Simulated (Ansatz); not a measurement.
# Does disorder add resistance in series? Al(111) layers displaced at 800 K

Two lengths of the disordered region are known. What area resistance does the third give?

How it was computed: Ansatz 0.2.0, plane waves with PAW datasets at their recommended cutoffs (420 eV for most), Fermi-Dirac smearing; ballistic transmission by layer matching. The area resistance is RA = A (h/2e²)(1/T − 1/N), with T the zone-mean transmission per spin and N the lead's channels, both averaged over a few energies near the Fermi level; for magnets each spin is taken apart, with h/e², and the two conduct in parallel. Lateral cell 2x2, PBE, a fresh random draw for each length. Atoms are displaced independently, by 0.154 Å r.m.s. per direction; each RA is scaled by the nominal over the drawn mean square displacement.

Results; the value marked ? is to be predicted:

| length (Å) | channels N | RA (fΩ m²) |
| --- | --- | --- |
| 9.35 | 5.430 | 0.148 |
| 18.7 | 5.450 | 0.209 |
| 28.0 | 5.490 | ? |

Worked fit:

Ohm's law makes RA linear in the length: the slope is (0.209 − 0.148)/(18.7 − 9.35) = 6.54×10⁻³ fΩ m² per Å, or 6.5 µΩ cm. Then 0.209 + 6.54×10⁻³ × 9.35. Predicted: 0.271 fΩ m².

What the run gave:

0.288 fΩ m², so the prediction is 6.1 % too low. The three lengths together give 7.5 µΩ cm. The two increments are 0.061 and 0.079 fΩ m², roughly as Ohm's law has it, though with one draw for each length that is a weak test.

**Limits.** The scatterers repeat sideways with the small cell. The slope is a raw one; a model of isotropic scattering puts it 1.10 times the bulk value over these lengths.
